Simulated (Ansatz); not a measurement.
# A scaling study of G0W0 on TlGaF6 (R-3)

Aim: time one G0W0 calculation on TlGaF6 (R-3) in larger cells, without symmetry and on fewer threads.

Program: Ansatz 0.2.0. Level of theory: G0W0 on LDA, plane waves, PAW. Results are calculated unless marked as measured.

## Step 1: Set-up

The structure is trigonal, space group R-3 (No. 148). Conventional cell: a = 5.097 Å, b = 5.097 Å, c = 14.189 Å, α = 90.00°, β = 90.00°, γ = 120.00°. Nearest to Tl lie 6 F at 2.18 Å. Ga has 6 F at 1.90 Å nearest. Nearest to F lie 1 Ga at 1.90 Å and 1 Tl at 2.18 Å. Farther neighbours and most contacts between anions are not listed.

The cell and positions are those that the Materials Project relaxed with its own functionals (PBE, PBE+U or r2SCAN), kept fixed. Spin-orbit coupling is left out unless a step names it. The default PAW set here is soft_2. Its files were made with PBE.

## Step 2: 8 atoms (1×1×1 cells), 2×2×2 mesh

Now the one-shot GW correction: screening in the RPA, then the self-energy of the levels asked for.

Input file input.yaml:

```yaml
crystal:
  lattice:
    - [2.5484024353, 1.4713208321, 4.7298156209]
    - [-2.5484024353, 1.4713208321, 4.7298156209]
    - [0.0, -2.9426416641, 4.7298156209]
  atoms:
    - { symbol: Tl, position: [0.0, 0.0, 0.0] }
    - { symbol: Ga, position: [0.5, 0.5, 0.5] }
    - { symbol: F, position: [0.87943213, 0.58045027, 0.27252315] }
    - { symbol: F, position: [0.58045027, 0.27252315, 0.87943213] }
    - { symbol: F, position: [0.27252315, 0.87943213, 0.58045027] }
    - { symbol: F, position: [0.41954973, 0.72747685, 0.12056787] }
    - { symbol: F, position: [0.72747685, 0.12056787, 0.41954973] }
    - { symbol: F, position: [0.12056787, 0.41954973, 0.72747685] }
kpoints:
  mp_grid: { grid: [2, 2, 2] }
hamiltonian:
  xc: lda
scf:
  occupations: { method: fixed }
gw:
  n_empty_bands: 112
  ecut_chi: 60.0
  qp_bands: [v1, c1]
  qp_kpoints: band_edges
  screening: { model: contour_deformation }
```

Started as:

```console
> ansatz run input.yaml --threads 16 --pin off --max-ram 36864MiB --backend cpu --events-out ev --progress --plain --runs-dir out
```

Numbers of over 12 decimals in the logs are rounded to 6 here.

Output:

```text
Engine: ansatz 0.2.0, aarch64-unknown-linux-gnu
Pseudopotentials: kind: paw
Pseudopotential: Tl, paw, valence charge 13, recommended cutoff 420 eV (normal), Tl.paw.azcp
Pseudopotential: Ga, paw, valence charge 13, recommended cutoff 420 eV (normal), Ga.paw.azcp
Pseudopotential: F, paw, valence charge 7, recommended cutoff 420 eV (normal), F.paw.azcp
Functional definition: SPW92
  exchange = slater_x
  correlation = pw_c
Crystal: 8 atoms, lattice volume = 106.407 Å³
Basis set: ecut = 420 eV, 2097 PW (Γ)
Bands: 42, of which v1, the nominal top of the filled ones, is band 34 counted from 1 (33 counted from 0)
Symmetry: 6 space group operations
Space group: R-3 (ITA 148), of the structure as read, at distance tolerance 4.7e-5 Å
k-points: 4 of 8
Non-local potential: Tl, projectors of the file, l = 0: 2, l = 1: 2, l = 2: 2, l = 3: 1
Non-local potential: Ga, projectors of the file, l = 0: 2, l = 1: 2, l = 2: 3, l = 3: 1
Non-local potential: F, projectors of the file, l = 0: 2, l = 1: 2, l = 2: 1
PAW form: soft (Blöchl's): semilocal exchange-correlation on the pseudo side does not see the compensation charge
PAW frozen core: Tl, regenerated for the run's functional, and the local potential with it (the file was generated under x = pbe(κ = 0.804, μ = 0.219515), c = pbe(β = 0.066725))
PAW frozen core: Ga, regenerated for the run's functional, and the local potential with it (the file was generated under x = pbe(κ = 0.804, μ = 0.219515), c = pbe(β = 0.066725))
PAW frozen core: F, regenerated for the run's functional, and the local potential with it (the file was generated under x = pbe(κ = 0.804, μ = 0.219515), c = pbe(β = 0.066725))
PAW one-centre angular grid: Tl, 590 points (default); XC on 64 Gauss nodes
PAW one-centre angular grid: Ga, 590 points (default); XC on 64 Gauss nodes
PAW one-centre angular grid: F, 110 points (default); XC on 64 Gauss nodes
Initial density: superposition of atomic densities (neutral atoms: chi_scale 0, normalization atom), corrected by the library's trained network
Initial wavefunctions: pseudopotential atomic-orbital guess
Functional: x = slater, c = lda
SCF iter   1: F=—  HF=-19616.943462 eV  |F-HF|=—  |Δ(HF+E_count)|=         —  Δρ=2.03e-2  dr2=3.02e-1  ethr=1.77e-3  ⟨swp⟩=4.8  Hψ=557  notcnv=0  defer=24
preconditioner: auto → Resta (q_TF=auto, 2.532 Å⁻¹)  ε∞=3.8  [insulator: Δε(μ)=2.610 eV  Ē_g=17.699 eV  n_scr=26 (ndim 8)  ℏωp=29.7 eV  f_vac=0.157  ε∞_Penn≈3.8]
SCF iter   2: F=—  HF=-19616.855530 eV  |F-HF|=—  |Δ(HF+E_count)|=   8.79e-2  Δρ=4.44e-3  dr2=8.10e-3  ethr=4.45e-4  ⟨swp⟩=2.0  Hψ=261  notcnv=0  defer=24
SCF iter   3: F=—  HF=-19616.853371 eV  |F-HF|=—  |Δ(HF+E_count)|=   2.16e-3  Δρ=1.88e-3  dr2=2.40e-3  ethr=1.19e-5  ⟨swp⟩=2.0  Hψ=260  notcnv=0  defer=24
SCF iter   4: F=—  HF=-19616.853091 eV  |F-HF|=—  |Δ(HF+E_count)|=   2.80e-4  Δρ=9.39e-4  dr2=6.15e-4  ethr=3.53e-6  ⟨swp⟩=2.0  Hψ=255  notcnv=0  defer=20
SCF iter   5: F=—  HF=-19616.852839 eV  |F-HF|=—  |Δ(HF+E_count)|=   2.52e-4  Δρ=2.31e-4  dr2=6.15e-5  ethr=9.04e-7  ⟨swp⟩=2.0  Hψ=219  notcnv=0  defer=11
SCF iter   6: F=—  HF=-19616.852835 eV  |F-HF|=—  |Δ(HF+E_count)|=   4.27e-6  Δρ=5.15e-5  dr2=4.76e-6  ethr=9.04e-8  ⟨swp⟩=2.5  Hψ=221  notcnv=0  defer=8
SCF iter   7: F=-19616.852836 eV  HF=-19616.852836 eV  |F-HF|=2.34e-8  |Δ(HF+E_count)|=   1.42e-6  Δρ=6.81e-6  dr2=8.00e-8  ethr=1.47e-10  ⟨swp⟩=6.5  Hψ=686  notcnv=0
SCF 1 converged in 7 iterations: F = -19616.852836 eV  dr2 = 8.00e-8
[...]
NSCF: frozen V_eff on 4 k-points
G₀W₀ screening: q 1/4
[... further progress lines ...]
NSCF: frozen V_eff on 1 k-points
NSCF: frozen V_eff on 1 k-points
[...]
SCF converged after 7 iterations
Free energy (F): -19616.852836 eV
Harris-Foulkes:  -19616.852836 eV  (|F-HF|=2.34e-8)
Internal energy: -19616.852836 eV  (E = F + TS)
E sigma→0 (E₀):  -19616.852836 eV
Fermi energy:    1.680209 eV
--- Per-component energies (eV) ---
  E_band       = -373.908943
  E_kinetic    = 1684.149237
  E_local      = -6856.459445  (includes V_loc(G=0)·N_el)
  E_nonlocal   = 1217.346479
  E_hartree    = 2754.517139
  E_xc         = -752.828005
  E_vxc        = -792.316806  (∫ρ·V_xc dr)
  E_paw        = -12933.527861  (= ΣΔE_a)
  E_vpaw       = -1135.684158  (= ΣTr[D̂ρ^β])
  E_aug_tail   = 0.012222  (compensation charges beyond the density's cutoff)
  E_ewald      = -4732.329031
  E_core_change = 2.266429  (= ΣΔE_core)
  E_smearing   = -0.000000  (= −TS)
  E_closure    = -0.000000  (closes the sum)
  Σ components = -19616.852836   (vs F -19616.852836, Δ=0.00e0)
--- Band table (eV) ---
  k-point 0: bands = [... 30 lower, 1.3029, 1.3029, 1.5549, 1.5549, 4.4550, 10.8140, 11.8679, 12.8877, ... 4 higher]
  k-point 1: bands = [... 30 lower, 1.2620, 1.3050, 1.4139, 1.4401, 5.9181, 9.1272, 11.9877, 12.8438, ... 4 higher]
  k-point 2: bands = [... 30 lower, 1.2438, 1.3136, 1.5966, 1.6802, 6.2049, 10.3386, 11.2336, 12.0364, ... 4 higher]
  k-point 3: bands = [... 30 lower, 1.3696, 1.3696, 1.4374, 1.4374, 5.9027, 8.9515, 12.7570, 13.3073, ... 4 higher]
--- G₀W₀: contour deformation, 6 samples at zero and on the imaginary axis and 1 off it, 8 q-points, 112 empty bands' worth ---
  eigenvalues of the whole cell's RPA ε∞ on this k-mesh (on a slab, of 1 + 4πα/V) = 2.9158, 2.9158, 3.0339; static W/v taken at q = 0 is 0.338719
  gw.qp_kpoints: band_edges: 4 of 4 stored k-points solved, in 1 pass; an edge of the gap read off the rows below is read off those points alone
    ik  band        ε_KS         Σx   Σc(E_QP)       V_xc       Z   E_QP_lin       E_QP  E_QP is
     0    34      1.5549   -32.7538     6.0207   -25.4373  0.7378     0.2081     0.2591  root
     0    35      4.4550   -14.9498    -2.7981   -19.2645  0.8127     6.0111     5.9716  root
     1    34      1.4401   -32.4971     6.0852   -25.1224  0.7358     0.0990     0.1506  root
     1    35      5.9181   -16.7388    -2.9982   -21.5640  0.8006     7.8202     7.7450  root
     2    34      1.6802   -32.7286     6.1360   -25.2821  0.7359     0.3174     0.3698  root
     2    35      6.2049   -17.4172    -3.0039   -22.2753  0.7967     8.1385     8.0591  root
     3    34      1.4374   -32.4222     6.1685   -24.9548  0.7338     0.0856     0.1386  root
     3    35      5.9027   -16.8063    -2.9349   -21.5389  0.7996     7.7733     7.7004  root
```

Run time: 2.5 s. Hardware: 16 threads of Arm Neoverse V1, shared host; peak memory 0.55 GiB; 18 s of CPU time.

Numbers from this step:

```yaml
bands_summed: 146
rpa_eps_infinity_on_this_mesh_eigenvalues: 2.916, 2.916, 3.034
plane_waves_in_the_screening_matrix: 119
q_points_in_the_mesh: 8
g0w0_gap_on_the_mesh: 5.602 eV
k_of_the_valence_top: 0, -0.5, -0.5
k_of_the_conduction_bottom: 0, 0, 0
starting_gap_on_the_mesh: 2.775 eV
z_at_the_valence_top: 0.7359
z_at_the_conduction_bottom: 0.8127
least_direct_g0w0_gap_on_the_computed_points: 5.713 eV
```

The gap on the mesh goes from 2.77 eV to 5.60 eV, a correction of +2.83 eV. Between the two edge states, bare exchange in place of the xc potential would open the gap by 11.76 eV, and correlation takes back 8.93 eV.

## Step 3: No symmetry, 2×2×2 mesh

input.yaml, as its differences from that of step 2:

```diff
@@ -14,2 +14,3 @@
     - { symbol: F, position: [0.12056787, 0.41954973, 0.72747685] }
+  symmetry: { detect: false }
 kpoints:
```

Output:

```text
[...]
Crystal: 8 atoms, lattice volume = 106.407 Å³
Basis set: ecut = 420 eV, 2097 PW (Γ)
Bands: 42, of which v1, the nominal top of the filled ones, is band 34 counted from 1 (33 counted from 0)
Symmetry: 1 space group operations
k-points: 8
[...]
SCF iter   1: F=—  HF=-19616.943451 eV  |F-HF|=—  |Δ(HF+E_count)|=         —  Δρ=2.03e-2  dr2=3.03e-1  ethr=1.77e-3  ⟨swp⟩=4.9  Hψ=1111  notcnv=0  defer=48
[...]
3    35      6.2049   -17.4172    -3.0039   -22.2753  0.7967     8.1385     8.0591  root
[...]
6    34      1.6802   -32.7286     6.1360   -25.2821  0.7359     0.3174     0.3698  root
     6    35      6.2049   -17.4172    -3.0039   -22.2753  0.7967     8.1385     8.0591  root
     7    34      1.4374   -32.4222     6.1685   -24.9548  0.7338     0.0856     0.1386  root
     7    35      5.9028   -16.8063    -2.9349   -21.5389  0.7996     7.7733     7.7004  root
[key lines of the parts left out:]
SCF converged after 7 iterations
Free energy (F): -19616.852836 eV
Fermi energy:    1.680236 eV
```

Run time: 4 s. Hardware: 16 threads; peak memory 0.77 GiB.

This step gave:

* bands summed: 146
* RPA ε∞ on this mesh (eigenvalues): 2.916, 2.916, 3.034
* plane waves in the screening matrix: 119
* G0W0 gap on the mesh: 5.602 eV
* k of the valence top: -0.5, -0.5, 0
* k of the conduction bottom: 0, 0, 0
* starting gap on the mesh: 2.775 eV
* least direct G0W0 gap on the computed points: 5.713 eV

Against the run with 2×2×2 mesh, 112 empty bands, screening to 60 eV, the gap moves by +0.000 eV.

## Step 4: 1 thread, 2×2×2 mesh

input.yaml, as its differences from that of step 3:

```diff
@@ -14,3 +14,2 @@
     - { symbol: F, position: [0.12056787, 0.41954973, 0.72747685] }
-  symmetry: { detect: false }
 kpoints:
```

Started as:

```console
> ansatz run input.yaml --threads 1 --pin off --max-ram 36864MiB --backend cpu --events-out ev --progress --plain --runs-dir out
```

Output:

```text
[...]
Crystal: 8 atoms, lattice volume = 106.407 Å³
Basis set: ecut = 420 eV, 2097 PW (Γ)
Bands: 42, of which v1, the nominal top of the filled ones, is band 34 counted from 1 (33 counted from 0)
Symmetry: 6 space group operations
[...]
k-points: 4 of 8
[...]
1    34      1.4401   -32.4971     6.0852   -25.1224  0.7358     0.0990     0.1506  root
     1    35      5.9181   -16.7388    -2.9982   -21.5640  0.8006     7.8202     7.7450  root
     2    34      1.6802   -32.7286     6.1360   -25.2821  0.7359     0.3174     0.3698  root
     2    35      6.2049   -17.4172    -3.0039   -22.2753  0.7967     8.1385     8.0591  root
     3    34      1.4374   -32.4222     6.1685   -24.9548  0.7338     0.0856     0.1386  root
     3    35      5.9027   -16.8063    -2.9349   -21.5389  0.7996     7.7733     7.7004  root
[key lines of the parts left out:]
SCF converged after 7 iterations
Free energy (F): -19616.852836 eV
Fermi energy:    1.680209 eV
```

Wall time 12 s (1 thread); peak memory 0.34 GiB.

This step gave:

```yaml
bands_summed: 146
rpa_eps_infinity_on_this_mesh_eigenvalues: 2.916, 2.916, 3.034
plane_waves_in_the_screening_matrix: 119
g0w0_gap_on_the_mesh: 5.602 eV
k_of_the_valence_top: 0, -0.5, -0.5
k_of_the_conduction_bottom: 0, 0, 0
starting_gap_on_the_mesh: 2.775 eV
least_direct_g0w0_gap_on_the_computed_points: 5.713 eV
```

Against the run with 2×2×2 mesh, 112 empty bands, screening to 60 eV, the gap moves by +0.000 eV.

## Step 5: 2 threads, 2×2×2 mesh

input.yaml is that of step 4.

Started as:

```console
> ansatz run input.yaml --threads 2 --pin off --max-ram 36864MiB --backend cpu --events-out ev --progress --plain --runs-dir out
```

Output:

```text
[...]
Crystal: 8 atoms, lattice volume = 106.407 Å³
Basis set: ecut = 420 eV, 2097 PW (Γ)
Bands: 42, of which v1, the nominal top of the filled ones, is band 34 counted from 1 (33 counted from 0)
Symmetry: 6 space group operations
[...]
k-points: 4 of 8
[...]
1    34      1.4401   -32.4971     6.0852   -25.1224  0.7358     0.0990     0.1506  root
     1    35      5.9181   -16.7388    -2.9982   -21.5640  0.8006     7.8202     7.7450  root
     2    34      1.6802   -32.7286     6.1360   -25.2821  0.7359     0.3174     0.3698  root
     2    35      6.2049   -17.4172    -3.0039   -22.2753  0.7967     8.1385     8.0591  root
     3    34      1.4374   -32.4222     6.1685   -24.9548  0.7338     0.0856     0.1386  root
     3    35      5.9027   -16.8063    -2.9349   -21.5389  0.7996     7.7733     7.7004  root
[key lines of the parts left out:]
SCF converged after 7 iterations
Free energy (F): -19616.852836 eV
Fermi energy:    1.680209 eV
```

The job ended after 6.2 s (2 threads; peak memory 0.41 GiB; 12 s of CPU time).

(Unchanged from step 4.)

Against the run with 2×2×2 mesh, 112 empty bands, screening to 60 eV, the gap moves by +0.000 eV.

## Step 6: 4 threads, 2×2×2 mesh

input.yaml is that of step 5.

Started as:

```console
> ansatz run input.yaml --threads 4 --pin off --max-ram 36864MiB --backend cpu --events-out ev --progress --plain --runs-dir out
```

Output:

```text
[...]
Crystal: 8 atoms, lattice volume = 106.407 Å³
Basis set: ecut = 420 eV, 2097 PW (Γ)
Bands: 42, of which v1, the nominal top of the filled ones, is band 34 counted from 1 (33 counted from 0)
Symmetry: 6 space group operations
[...]
k-points: 4 of 8
[...]
1    34      1.4401   -32.4971     6.0852   -25.1224  0.7358     0.0990     0.1506  root
     1    35      5.9181   -16.7388    -2.9982   -21.5640  0.8006     7.8202     7.7450  root
     2    34      1.6802   -32.7286     6.1360   -25.2821  0.7359     0.3174     0.3698  root
     2    35      6.2049   -17.4172    -3.0039   -22.2753  0.7967     8.1385     8.0591  root
     3    34      1.4374   -32.4222     6.1685   -24.9548  0.7338     0.0856     0.1386  root
     3    35      5.9027   -16.8063    -2.9349   -21.5389  0.7996     7.7733     7.7004  root
[key lines of the parts left out:]
SCF converged after 7 iterations
Free energy (F): -19616.852836 eV
Fermi energy:    1.680209 eV
```

It took 3.5 s on 4 threads; peak memory 0.53 GiB.

(Unchanged from step 4.)

Against the run with 2×2×2 mesh, 112 empty bands, screening to 60 eV, the gap moves by +0.000 eV.

## Step 7: 8 threads, 2×2×2 mesh

input.yaml is that of step 6.

Started as:

```console
> ansatz run input.yaml --threads 8 --pin off --max-ram 36864MiB --backend cpu --events-out ev --progress --plain --runs-dir out
```

Output:

```text
[...]
Crystal: 8 atoms, lattice volume = 106.407 Å³
Basis set: ecut = 420 eV, 2097 PW (Γ)
Bands: 42, of which v1, the nominal top of the filled ones, is band 34 counted from 1 (33 counted from 0)
Symmetry: 6 space group operations
[...]
k-points: 4 of 8
[...]
1    34      1.4401   -32.4971     6.0852   -25.1224  0.7358     0.0990     0.1506  root
     1    35      5.9181   -16.7388    -2.9982   -21.5640  0.8006     7.8202     7.7450  root
     2    34      1.6802   -32.7286     6.1360   -25.2821  0.7359     0.3174     0.3698  root
     2    35      6.2049   -17.4172    -3.0039   -22.2753  0.7967     8.1385     8.0591  root
     3    34      1.4374   -32.4222     6.1685   -24.9548  0.7338     0.0856     0.1386  root
     3    35      5.9027   -16.8063    -2.9349   -21.5389  0.7996     7.7733     7.7004  root
[key lines of the parts left out:]
SCF converged after 7 iterations
Free energy (F): -19616.852836 eV
Fermi energy:    1.680209 eV
```

The job ended after 2.4 s (8 threads; peak memory 0.54 GiB).

Numbers from this step:

- bands summed: 146
- RPA ε∞ on this mesh (eigenvalues): 2.916, 2.916, 3.034
- plane waves in the screening matrix: 119
- G0W0 gap on the mesh: 5.602 eV
- k of the valence top: 0, -0.5, -0.5
- k of the conduction bottom: 0, 0, 0
- starting gap on the mesh: 2.775 eV
- least direct G0W0 gap on the computed points: 5.713 eV

Against the run with 2×2×2 mesh, 112 empty bands, screening to 60 eV, the gap moves by +0.000 eV.

## Step 8: 16 atoms (2×1×1 cells), 1×2×2 mesh

Input file input.yaml:

```yaml
crystal:
  lattice:
    - [5.0968048706, 2.9426416642, 9.4596312418]
    - [-2.5484024353, 1.4713208321, 4.7298156209]
    - [0.0, -2.9426416641, 4.7298156209]
  atoms:
    - { symbol: Tl, position: [0.0, 0.0, 0.0] }
    - { symbol: Ga, position: [0.25, 0.5, 0.5] }
    - { symbol: F, position: [0.439716065, 0.58045027, 0.27252315] }
    - { symbol: F, position: [0.290225135, 0.27252315, 0.87943213] }
    - { symbol: F, position: [0.136261575, 0.87943213, 0.58045027] }
    - { symbol: F, position: [0.209774865, 0.72747685, 0.12056787] }
    - { symbol: F, position: [0.363738425, 0.12056787, 0.41954973] }
    - { symbol: F, position: [0.060283935, 0.41954973, 0.72747685] }
    - { symbol: Tl, position: [0.5, 0.0, 0.0] }
    - { symbol: Ga, position: [0.75, 0.5, 0.5] }
    - { symbol: F, position: [0.939716065, 0.58045027, 0.27252315] }
    - { symbol: F, position: [0.790225135, 0.27252315, 0.87943213] }
    - { symbol: F, position: [0.636261575, 0.87943213, 0.58045027] }
    - { symbol: F, position: [0.709774865, 0.72747685, 0.12056787] }
    - { symbol: F, position: [0.863738425, 0.12056787, 0.41954973] }
    - { symbol: F, position: [0.560283935, 0.41954973, 0.72747685] }
kpoints:
  mp_grid: { grid: [1, 2, 2] }
hamiltonian:
  xc: lda
scf:
  occupations: { method: fixed }
gw:
  n_empty_bands: 224
  ecut_chi: 60.0
  qp_bands: [v1, c1]
  qp_kpoints: band_edges
  screening: { model: contour_deformation }
```

Started as:

```console
> ansatz run input.yaml --threads 16 --pin off --max-ram 36864MiB --backend cpu --events-out ev --progress --plain --runs-dir out
```

Output:

```text
[...]
Crystal: 16 atoms, lattice volume = 212.814 Å³
Basis set: ecut = 420 eV, 4183 PW (Γ)
Bands: 84, of which v1, the nominal top of the filled ones, is band 68 counted from 1 (67 counted from 0)
Symmetry: 4 space group operations
[...]
k-points: 4
[...]
1    68      1.6801   -32.7286     6.1358   -25.2822  0.7359     0.3171     0.3695  root
     1    69      5.9180   -16.7389    -2.9987   -21.5640  0.8006     7.8195     7.7444  root
     2    68      1.6802   -32.7285     6.1357   -25.2821  0.7359     0.3171     0.3695  root
     2    69      5.9180   -16.7389    -2.9987   -21.5640  0.8006     7.8196     7.7444  root
     3    68      1.6802   -32.7286     6.1358   -25.2820  0.7359     0.3171     0.3695  root
     3    69      5.9026   -16.8064    -2.9353   -21.5389  0.7996     7.7727     7.6999  root
[key lines of the parts left out:]
SCF converged after 8 iterations
Free energy (F): -39233.705676 eV
Fermi energy:    1.680178 eV
```

Elapsed: 7.3 s, on 16 threads; peak memory 1.3 GiB; 89 s of CPU time.

Numbers from this step:

```yaml
bands_summed: 292
rpa_eps_infinity_on_this_mesh_eigenvalues: 2.916, 2.916, 3.034
plane_waves_in_the_screening_matrix: 237
g0w0_gap_on_the_mesh: 5.602 eV
k_of_the_valence_top: 0, 0, -0.5
k_of_the_conduction_bottom: 0, 0, 0
starting_gap_on_the_mesh: 2.775 eV
least_direct_g0w0_gap_on_the_computed_points: 5.712 eV
```

The gap on the mesh goes from 2.77 eV to 5.60 eV, a correction of +2.83 eV. Between the two edge states, bare exchange in place of the xc potential would open the gap by 11.76 eV, and correlation takes back 8.93 eV.

(Part 1 of 2 ends here.)

[Paths, hosts, dates, memory and timing lines, banners, echoed tables and standing remarks are left out of the program output.]

[Logs are printed without paths, hosts, clocks, repeated set-up lines and the standing remarks that a program may print on its own settings, such as how far it seeks lower states.]

[Runs of the session that timed out or met a known fault of the program may be left out.]

[Cells called generated may have been cut or substituted from an entry of the Crystallography Open Database or the Materials Project.]

[Hosts, paths, dates, database ids (printed as entryN), source tags and the programs' standing remarks are cut or masked in the printed files.]
